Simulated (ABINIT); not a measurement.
Planning a run of ABINIT 10.8.3 on CO2 (P4_2/mnm). The input:

```
acell 3*1.0 Angstrom
rprim 
  4.227212790000 0.000000000000 0.000000000000
  0.000000000000 4.227212790000 0.000000000000
  0.000000000000 0.000000000000 4.687771590000
ntypat 2
znucl 6 8
natom 6
typat 1 1 2 2 2 2
xred 
  0.500000000000 0.500000000000 0.500000000000
  0.000000000000 0.000000000000 0.000000000000
  0.304826860000 0.695173140000 0.500000000000
  0.695173140000 0.304826860000 0.500000000000
  0.195173140000 0.195173140000 0.000000000000
  0.804826860000 0.804826860000 0.000000000000
pp_dirpath "pseudos"
pseudos "C.upf, O.upf"
ecut 37
ngkpt 2 2 2
nshiftk 1
shiftk 0 0 0
kptopt 1
chksymbreak 0
istwfk *1
occopt 1
irdwfk 1
optdriver 4
nband 71
gwcalctyp 10
ecutsigx 37
symsigma 1
nkptgw 6
kptgw 
  0.0000000000 0.0000000000 0.0000000000
  0.5000000000 0.0000000000 0.0000000000
  0.5000000000 0.5000000000 0.0000000000
  0.0000000000 0.0000000000 0.5000000000
  0.5000000000 0.0000000000 0.5000000000
  0.5000000000 0.5000000000 0.5000000000
bdgw 
  5 22
  5 22
  5 22
  5 22
  5 22
  5 22
ecuteps 3.9
irdscr 1
ppmodel 1
irdqps 1
indata_prefix "in"
outdata_prefix "out"
tmpdata_prefix "tmp"
```

```sh
OMP_NUM_THREADS=1 mpirun -n 8 abinit run.abi > log
```

Q: How long will it take on 8 MPI ranks of Arm Neoverse V2, shared host, and how much memory?

It took 19 s; on shared hardware allow 9.3 s to 37 s. Peak host memory was 2.3 GiB.

[Paths, hosts, dates, memory and timing lines, banners, echoed tables and standing remarks are left out of the program output.]

[Logs are printed without paths, hosts, clocks, repeated set-up lines and the standing remarks that a program may print on its own settings, such as how far it seeks lower states.]

[Runs of the session that timed out or met a known fault of the program may be left out.]

[Hosts, paths, dates, database ids (printed as entryN), source tags and the programs' standing remarks are cut or masked in the printed files.]

[G0W0 gaps are taken among the corrected bands and points alone; a level outside them can change the order at an edge.]

[Where Ansatz stands beside ABINIT at settings called matched, ABINIT's density can come from a denser mesh and the files from another edition; pairs whose starting gaps differed by over 0.03 eV were left out, so agreement reads better than it is.]
